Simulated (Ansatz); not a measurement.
## CaO (Fm-3m):V_O-H, thermodynamic levels from a 54-atom cell

Charge states of V_O-H in CaO (Fm-3m), set against the band edges. Model: a cell of 54 host atoms with 1 O taken out and 1 H put in.

Method: place-levels on r2SCAN runs: charge-transition levels and formation energies with image-charge correction and potential alignment at the atomic sites; PAW set soft_1, in Ansatz 0.2.0.

### Step 1. The starting structure

The cell holds 54 atoms: 27 Ca, 26 O and 1 H. Cell: a = 10.173 Å, b = 10.173 Å, c = 10.173 Å, α = 60.0°, β = 60.0°, γ = 60.0°. It derives from CaO (space group Fm-3m). Nearest the centre at fractional (0.500, 0.500, 0.500): H54 at 0.70 Å, Ca46 at 2.40 Å, Ca34 at 2.40 Å, Ca50 at 2.40 Å, Ca28 at 2.40 Å, Ca32 at 2.40 Å, Ca44 at 2.40 Å, O22 at 3.39 Å.

The host's dielectric constants go in as inputs: 3.85 for the electrons alone, 16.67 with the ions, computed on the host (DFPT, PBEsol, on the r2SCAN cell), and a cell off the functional's own equilibrium shifts the ionic part.

The cell's shortest repeat is 10.2 Å.

### Step 2. Charge states

A transition level is the Fermi level at which two charge states cost the same, so each charge needs its own total energy, at its own relaxed structure.

Random displacements of about 0.05 Å break the site symmetry at the start, so that the relaxation can reach a distorted minimum if there is one. Forces are taken at one point at (¼, ¼, ¼). The cell holds 1 electron fewer than the neutral one, with a uniform background that keeps it neutral on the whole.

The sampling was tested on the host first: at the k-points planned (1x1x1 shifted 0.25 0.25 0.25) its energy lies 0.005 eV an atom from the dense-mesh value, under the bound of 0.02 eV set for this test; that bounds the host's error, not the defect's.

One state's input; the others differ in charge, spin, start and seed, and in occupations where the table says so.

Input file qp1.relax/input.yaml:

```yaml
crystal:
  lattice:
    - [0.0, 7.19307716, 7.19307716]
    - [7.19307716, 0.0, 7.19307716]
    - [7.19307716, 7.19307716, 0.0]
  atoms:
    - { symbol: Ca, position: [0.0, 0.0, 0.0] }
    - { symbol: O, position: [0.16666667, 0.16666667, 0.16666667] }
[... 7 atom lines left out ...]
    - { symbol: O, position: [0.16666667, 0.5, 0.5] }
[... 1 atom line left out ...]
    - { symbol: O, position: [0.16666667, 0.5, 0.83333333] }
[... 3 atom lines left out ...]
    - { symbol: O, position: [0.16666667, 0.83333333, 0.5] }
[... 5 atom lines left out ...]
    - { symbol: O, position: [0.5, 0.16666667, 0.5] }
[... 1 atom line left out ...]
    - { symbol: O, position: [0.5, 0.16666667, 0.83333333] }
[... 1 atom line left out ...]
    - { symbol: O, position: [0.5, 0.5, 0.16666667] }
[... 1 atom line left out ...]
    - { symbol: Ca, position: [0.33333333, 0.33333333, 0.66666667] }
    - { symbol: O, position: [0.5, 0.5, 0.83333333] }
[... 1 atom line left out ...]
    - { symbol: O, position: [0.5, 0.83333333, 0.16666667] }
    - { symbol: Ca, position: [0.33333333, 0.66666667, 0.33333333] }
    - { symbol: O, position: [0.5, 0.83333333, 0.5] }
    - { symbol: Ca, position: [0.33333333, 0.66666667, 0.66666667] }
[... 4 atom lines left out ...]
    - { symbol: O, position: [0.83333333, 0.16666667, 0.5] }
[... 3 atom lines left out ...]
    - { symbol: O, position: [0.83333333, 0.5, 0.16666667] }
    - { symbol: Ca, position: [0.66666667, 0.33333333, 0.33333333] }
    - { symbol: O, position: [0.83333333, 0.5, 0.5] }
    - { symbol: Ca, position: [0.66666667, 0.33333333, 0.66666667] }
[... 3 atom lines left out ...]
    - { symbol: Ca, position: [0.66666667, 0.66666667, 0.33333333] }
[... 1 atom line left out ...]
    - { symbol: Ca, position: [0.66666667, 0.66666667, 0.66666667] }
[... 1 atom line left out ...]
    - { symbol: H, position: [0.548786, 0.451214, 0.548786] }
  host:
    repeats: [3, 3, 3]
    atoms:
      - { symbol: Ca, position: [0.0, 0.0, 0.0] }
      - { symbol: O, position: [0.5, 0.5, 0.5] }
total_charge: 1
basis:
  ecutwfc: 500
  xc_grid: 2
hamiltonian:
  xc: r2scan
  pseudopotentials: { kind: paw, azcp: { folder: soft_1 } }
kpoints:
  mp_grid: { grid: [1, 1, 1], shift: [0.25, 0.25, 0.25] }
scf:
  occupations: { method: fixed }
  max_iter: 100
output:
  forces: true
  charged_corrections:
    epsilon: 3.85
    static_epsilon: 16.67
    defect_position: [0.5, 0.5, 0.5]
relax:
  f_tol: 0.02
  max_steps: 80
  random_displacement: { amplitude: 0.05, seed: 2492 }
checkpoint:
  write: "../qp1.relax.run"
  compress: false
  write_wavefunctions: true
  write_every: 100000
```

On the command line:

```sh
$ ansatz run input.yaml --threads 4 --pin off --max-ram 15073MiB --backend cpu --events-out ev --progress --plain --runs-dir out
```

Defect states can disperse in a cell of this size, so the energy is taken again at a 2×2×2 shifted mesh, on the relaxed structure.

The run of this state that the levels use, under r2SCAN:

Input file qp1.point/input.yaml:

```yaml
crystal:
  checkpoint: "../qp1.relax.run"
  host: checkpoint
total_charge: 1
basis:
  ecutwfc: 500
  xc_grid: 2
hamiltonian:
  xc: r2scan
  pseudopotentials: { kind: paw, azcp: { folder: soft_1 } }
kpoints:
  mp_grid: { grid: [2, 2, 2], shift: [0.5, 0.5, 0.5] }
scf:
  occupations: { method: fermi_dirac, width: 0.01 }
  max_iter: 100
output:
  forces: true
  eigenvalues: true
  charged_corrections:
    epsilon: 3.85
    static_epsilon: 16.67
    defect_position: [0.5, 0.5, 0.5]
  eigenstates: { localisation: true }
  populations: true
  band_densities: [{ bands: [v1, v1] }, { bands: [c1, c1] }]
  write_density: true
  write_potential: true
  volumetric_format: npy
  elf: true
checkpoint:
  read: "../qp1.relax.run"
  write: "../qp1.point.run"
  compress: false
  write_wavefunctions: false
  write_every: 100000
```

Relaxations under r2SCAN at one point at (¼, ¼, ¼); times on 4 threads of Arm Neoverse V2, shared host:

| charge | moment (μB) | occupations | outcome | steps | largest displacement against the far atoms (Å) | time |
| --- | --- | --- | --- | --- | --- | --- |
| 0 | 1 | fixed | converged | 7 | 0.70 | 4.3 min |
| +1 | 0 | fixed | converged | 6 | 0.70 | 80 s |
| +1 | 2 | fixed | converged | 12 | 0.70 | 8.3 min |
| +2 | 1 | fixed | converged | 6 | 0.70 | 3.5 min |

Single points under r2SCAN at a 2×2×2 shifted mesh; times on 4 threads of Arm Neoverse V2, shared host:

| charge | moment (μB) | occupations | outcome | time |
| --- | --- | --- | --- | --- |
| 0 | 1 | fermi-dirac | converged | 3.4 min |
| +1 | 0 | fermi-dirac | converged | 83 s |
| +1 | 2 | fermi-dirac | converged | 4 min |
| +2 | 1 | fermi-dirac | converged | 3.1 min |

Distances (Å) from the ideal centre to the nearest atoms after relaxation with r2SCAN:

| charge | moment (μB) | 1. | 2. | 3. | 4. | 5. | 6. |
| --- | --- | --- | --- | --- | --- | --- | --- |
| 0 | 1 | H 0.02 | Ca 2.47 | Ca 2.49 | Ca 2.49 | Ca 2.49 | Ca 2.49 |
| +1 | 0 | H 0.02 | Ca 2.48 | Ca 2.49 | Ca 2.50 | Ca 2.50 | Ca 2.50 |
| +1 | 2 | H 0.01 | Ca 2.47 | Ca 2.48 | Ca 2.48 | Ca 2.49 | Ca 2.49 |
| +2 | 1 | H 0.02 | Ca 2.48 | Ca 2.49 | Ca 2.49 | Ca 2.49 | Ca 2.50 |

### Step 3. Placing the levels, r2SCAN

A charged cell interacts with its images and the background, and its potential has another zero than the host's. place-levels removes the first by a point-charge model, screened by the static dielectric constant since the ions have relaxed around the charge, and the second by comparing potentials at atoms far from the defect.

The host is a run of the defect-free crystal in the same cutoffs, grids and k-points, so that basis and sampling errors cancel in part in the differences. The host is run in a cell of 2 atoms on a matching mesh. Its band edges are searched through the zone by a band path, so the gap is smaller than, or equal to, that on the mesh. Chemical potentials are energies per atom of O (O2 molecule) and H (H2 molecule), run with the same functional and cutoff.

Input file levels.point.yaml:

```yaml
host:
  run: host.point.run
states: [q0_M1.point.run, qp1.point.run, qp1_M2.point.run, qp2_M1.point.run]
geometry_from:
  q0_M1.point.run: q0_M1.relax.run
  qp1.point.run: qp1.relax.run
  qp1_M2.point.run: qp1_M2.relax.run
  qp2_M1.point.run: qp2_M1.relax.run
chemical_potentials:
  O:
    energy: -565.989614
    dataset: <sha256 of the dataset>
  H:
    energy: -15.945394
    dataset: "<sha256 of the dataset>"
epsilon: 3.85
static_epsilon: 16.67
vertical:
  - { from: qp1.point.run, to: qp1.point_neutral.run }
  - { from: qp1_M2.point.run, to: qp1_M2.point_neutral.run }
  - { from: qp2_M1.point.run, to: qp2_M1.point_neutral.run }
```

On the command line:

```sh
$ ansatz place-levels levels.point.yaml -- --threads 4 --pin off --max-ram 15073MiB
```

Numbers of over 12 decimals in the logs are rounded to 6 here.

Log:

```text
[... repeated set-up lines and file paths are left out, and long positions are rounded to six places ...]
(+2/+1) 0.000 eV above the valence edge (-0.366 eV without the band-filling correction), 4.197 eV under the conduction edge
(+1/0) 4.231 eV above the valence edge (+4.337 eV without the band-filling correction), in the conduction band
formation energy of charge +2: +2.386 eV with the Fermi level at the valence edge
formation energy of charge +1: +2.386 eV with the Fermi level at the valence edge
formation energy of charge 0: +6.616 eV with the Fermi level at the valence edge
vertical +1 to 0: no energy, since no alignment is typed
  the change from vertical[0].from (qp1.point.run) to vertical[0].to (qp1.point_neutral.run): by its potential at epsilon 3.85 it is spread over the cell along a vector, with an rms radius of about 6.9 Å (4.0 4.0 4.0 Å across the planes of the cell's [...]
vertical +1 to 0: no energy, since no alignment is typed
  the change from vertical[1].from (qp1_M2.point.run) to vertical[1].to (qp1_M2.point_neutral.run): by its potential at epsilon 3.85 it is spread over the cell along a vector, with an rms radius of about 6.9 Å (4.0 4.0 4.0 Å across the planes of the cell's [...]
vertical +2 to 0: no energy, since no alignment is typed
  the change from vertical[2].from (qp2_M1.point.run) to vertical[2].to (qp2_M1.point_neutral.run): by its potential at epsilon 3.85 it is spread over the cell along a vector, with an rms radius of about 6.9 Å (4.0 4.0 4.0 Å across the planes of the cell's [...]
  edges by r2scan, gap 4.197 eV; the host is sampled to repeats of 20.35 Å
  the defect's cells are sampled to repeats of 20.35 Å, like sampling
  charge +2: -64102.6091 eV with its correction of +0.225 eV, at epsilon 16.67, aligned at sites: -0.1630 eV, mean over 21 atomic sites at or beyond 5.09 Å from the defect at [0.5000, 0.5000, 0.5000], with -0.000000 for the charge's moments and without [...]
  states[3] (qp2_M1.point.run): levels filled in part (TS 0.005 eV): its energy is of no whole electron's
  charge +1: -64095.5381 eV with its correction of +0.072 eV, at epsilon 16.67, aligned at sites: -0.0658 eV, mean over 21 atomic sites at or beyond 5.09 Å from the defect at [0.5000, 0.5000, 0.5000], with -0.000000 for the charge's moments and without [...]
  charge 0: +0.000 eV for its dipole among its images, +0.000 omitted
  states[0] (q0_M1.point.run): levels filled in part (TS 0.002 eV): its energy is of no whole electron's
  charge +1: states[2] (qp1_M2.point.run) stands 4.619 eV higher, with a moment of 2.00 μB against 0.00
  states[2] (qp1_M2.point.run): levels filled in part (TS 0.008 eV): its energy is of no whole electron's
  of states[3] (qp2_M1.point.run): how wide its charge is, is not read beside other atoms or cores, and a band state would take no correction. [...]
  of states[1] (qp1.point.run): how wide its charge is, is not read beside other atoms or cores, and a band state would take no correction. [...]
  of states[0] (q0_M1.point.run): a band-filling correction moves a carrier to the host's band edge, which changes its energy by -0.106 eV; [...]
  of states[2] (qp1_M2.point.run): it parts from the run at its places by a charge that spreads by about 4 Å along one vector (1.4 Å or more is wide), by its potential at epsilon 3.85, taken for that of held ions (one typed too small widens it), where the [...]
  of vertical[0].from (qp1.point.run): it parts from the run at its places by a charge that spreads by about 4 Å along one vector (1.4 Å or more is wide), by its potential at epsilon 3.85, taken for that of held ions (one typed too small widens it), where the [...]
  vertical[0].to (qp1.point_neutral.run): levels filled in part (TS 0.004 eV): its energy is of no whole electron's
  of vertical[0].to (qp1.point_neutral.run): its moments are held at its close (magnetization.spin_locking), by a field of 0.093 eV a Bohr magneton, and its energy and levels are of the state that this holds: a run that lets them go can end lower; [...]
  vertical[1].from (qp1_M2.point.run): levels filled in part (TS 0.008 eV): its energy is of no whole electron's
  of vertical[1].from (qp1_M2.point.run): its moments are held at its close (magnetization.spin_locking), by a field of 2.439 eV a Bohr magneton, and its energy and levels are of the state that this holds: a run that lets them go can end lower; [...]
  vertical[1].to (qp1_M2.point_neutral.run): levels filled in part (TS 0.002 eV): its energy is of no whole electron's
  of vertical[1].to (qp1_M2.point_neutral.run): its moments are held at its close (magnetization.spin_locking), by a field of 0.089 eV a Bohr magneton, and its energy and levels are of the state that this holds: a run that lets them go can end lower; [...]
  vertical[2].from (qp2_M1.point.run): levels filled in part (TS 0.005 eV): its energy is of no whole electron's
  of vertical[2].from (qp2_M1.point.run): stability_check_not_made; [...]
  vertical[2].to (qp2_M1.point_neutral.run): levels filled in part (TS 0.004 eV): its energy is of no whole electron's
  of vertical[2].to (qp2_M1.point_neutral.run): its moments are held at its close (magnetization.spin_locking), by a field of 0.092 eV a Bohr magneton, and its energy and levels are of the state that this holds: a run that lets them go can end lower; [...]
```

It took 0.39 s on 4 threads of Arm Neoverse V2, shared host.

Levels between the charges placed, in eV above the valence top:

|  | gap (eV) | (+2/+1) | (+1/0) |
| --- | --- | --- | --- |
| r2SCAN | 4.20 | 0.00 | 4.23 |

Corrections by state:

| charge | moment (μB) | image terms and alignment (eV) | band filling (eV) | ε used | over the lowest of its charge, as the program ranks them, band filling apart (eV) |
| --- | --- | --- | --- | --- | --- |
| +2 | 1.0 | 0.225 | -0.366 | 16.67 | 0.000 |
| +1 | 0.0 | 0.072 | - | 16.67 | 0.000 |
| 0 | 1.0 | 0.000 | -0.106 | - | 0.000 |
| +1 | 2.0 | 0.039 | - | 16.67 | 4.619 |

The charged structures listed were also run neutral, and place-levels reads from each pair, by the potential or the spins, how wide the charge is by which they differ; that can be the carrier of either run.

| charge | rms radius (Å) | spread where it is widest against the cell (Å) | wide from (Å) | reading |
| --- | --- | --- | --- | --- |
| +2 | 6.9 | 4.01 | 1.44 | wide |
| +1 | 6.9 | 4.01 | 1.44 | wide |

The neutral runs of these pairs need not share the spin of the lowest neutral state, and very wide values only mean spread over the cell.

From the program's caveats on the states, each cut to its opening words:

- charge +2 (1 μB), +1: how wide its charge is, is not read beside other atoms or cores, and a band state would take no correction
- charge +2 (1 μB): a band-filling correction moves a carrier to the host's band edge, which changes its energy by -0.366 eV
- charge +2 (1 μB), +1, 0 (1 μB), +1 (2 μB): its alignment with the host at atomic sites is doubtful: the cell is too small to show whether the defect's potential has decayed: take a larger one
- charge +2 (1 μB), 0 (1 μB), +1 (2 μB): flagged: stability check not made
- charge 0 (1 μB): a band-filling correction moves a carrier to the host's band edge, which changes its energy by -0.106 eV
- charge 0 (1 μB): its moments are held at its close (magnetization.spin_locking), by a field of 0.090 eV a Bohr magneton, and its energy and levels are of the state that this [...]
- charge +1 (2 μB): it parts from the run at its places by a charge that spreads by about 4 Å along one vector (1.4 Å or more is wide), by its potential at epsilon 3.85, taken for [...]
- charge +1 (2 μB): its moments are held at its close (magnetization.spin_locking), by a field of 2.439 eV a Bohr magneton, and its energy and levels are of the state that this [...]

Chemical potentials of the elements' reference phases, run alike. Formation energies (elemental references), with the Fermi level at the valence top and at the conduction bottom (gap 4.20 eV):

| charge | at valence top (eV) | at conduction bottom (eV) | correction included (eV) |
| --- | --- | --- | --- |
| +2 | 2.39 | 10.78 | -0.14 |
| +1 | 2.39 | 6.58 | 0.07 |
| 0 | 6.62 | 6.62 | -0.11 |

Fermi level (eV), lowest formation energy (eV) and a bar from the least value:
```
     0.00       2.39 
     0.38       2.77 ###
     0.76       3.15 #####
     1.14       3.53 ########
     1.53       3.91 ###########
     1.91       4.29 ##############
     2.29       4.68 ################
     2.67       5.06 ###################
     3.05       5.44 ######################
     3.43       5.82 #########################
     3.82       6.20 ###########################
     4.20       6.58 ##############################
```

### Step 4. The same at the relaxations' own k-points

The relaxations' own energies give the levels at their sampling, for comparison.

Input file levels.relax_mesh.yaml:

```yaml
host:
  run: host.relax.run
states: [q0_M1.relax.run, qp1.relax.run, qp1_M2.relax.run, qp2_M1.relax.run]
chemical_potentials:
  O:
    energy: -565.989614
    dataset: <sha256 of the dataset>
  H:
    energy: -15.945394
    dataset: "<sha256 of the dataset>"
```

On the command line:

```sh
$ ansatz place-levels levels.relax_mesh.yaml -- --threads 4 --pin off --max-ram 15073MiB
```

Log:

```text
(+2/+1) 0.006 eV beneath the valence edge (-0.315 eV without the band-filling correction), in the valence band
[...]
formation energy of charge +2: +2.335 eV with the Fermi level at the valence edge
formation energy of charge +1: +2.329 eV with the Fermi level at the valence edge
formation energy of charge 0: +6.553 eV with the Fermi level at the valence edge
  edges by r2scan, gap 4.183 eV; the host is sampled to repeats of 10.17 Å
[... the lines on each state left out ...]
```

The job ended after 0.12 s (4 threads).

Levels between neighbouring charges, in eV above the valence top:

|  | gap (eV) | (+2/+1) | (+1/0) |
| --- | --- | --- | --- |
| one point at (¼, ¼, ¼) | 4.18 | -0.01 | 4.22 |
| a 2×2×2 shifted mesh | 4.20 | 0.00 | 4.23 |

Going from one point at (¼, ¼, ¼) to a 2×2×2 shifted mesh moves formation energies against the elements by up to 0.06 eV; band-filling terms, which differ between samplings, are in these energies.

### Step 5. Summary of results

| Quantity | Value |
| --- | --- |
| gap of the host | 4.20 eV (r2SCAN) |
| level (plus 2/plus 1) | 0.00 eV above the valence top (-0.37 eV above the valence top without the band-filling term) |
| level (plus 1/0) | 4.23 eV above the valence top, past the conduction bottom (4.34 eV above the valence top without the band-filling term) |
| lowest of the charges placed, just above the valence top (0.02 eV) | +1 |
| lowest of the charges placed, just below the conduction bottom (0.02 eV) | +1 |
| lowest formation energy at mid-gap of the charges run, elemental references | 4.48 eV |

What this shows: Of the charges placed (0, +1 and +2), +1 is the lowest from 0.02 eV above the valence top to 0.02 eV below the conduction bottom, a gap of 4.20 eV. Charges below 0 were not placed, so these runs say nothing of levels that involve them. States placed: +2 at 1 μB; +1 at 0 μB and 2 μB; 0 at 1 μB. Other spin states or structures, where not listed, weren't placed. The program finds carriers beyond a band edge of the host and adds a band-filling term at charge 0 (-0.11 eV) and +2 (-0.37 eV); steps to such a charge show no bound level, and a defect level inside a band would be read the same way. H is taken at its element; compounds, which aren't counted here, bound the chemical potentials and would shift these formation energies. Going from one point at (¼, ¼, ¼) to a 2×2×2 shifted mesh moves formation energies against the elements by up to 0.06 eV; band-filling terms, which differ between samplings, are in these energies. The program doubts the alignment of potentials for at least one state, a sign that the cell is small. Keep in mind: r2SCAN makes the gap too small and tends to spread out bound carriers; where a gas molecule sets a chemical potential or the host's formation energy, its binding is uncorrected.

[Logs are printed without paths, hosts, clocks, repeated set-up lines and the standing remarks that a program may print on its own settings, such as how far it seeks lower states.]

[Hosts, paths, dates, database ids (printed as entryN), source tags and the programs' standing remarks are cut or masked in the printed files.]

[Where a table of states has a column of steps, it counts the stored structures, which are thinned; the runs took as many ionic steps or more.]

[A defect's name tells the site on which it was built; relaxed atoms can leave that site.]

[For some hosts the program warned that the k-mesh of the response run may be too coarse for force constants and the static dielectric constant; such warnings are not shown here.]
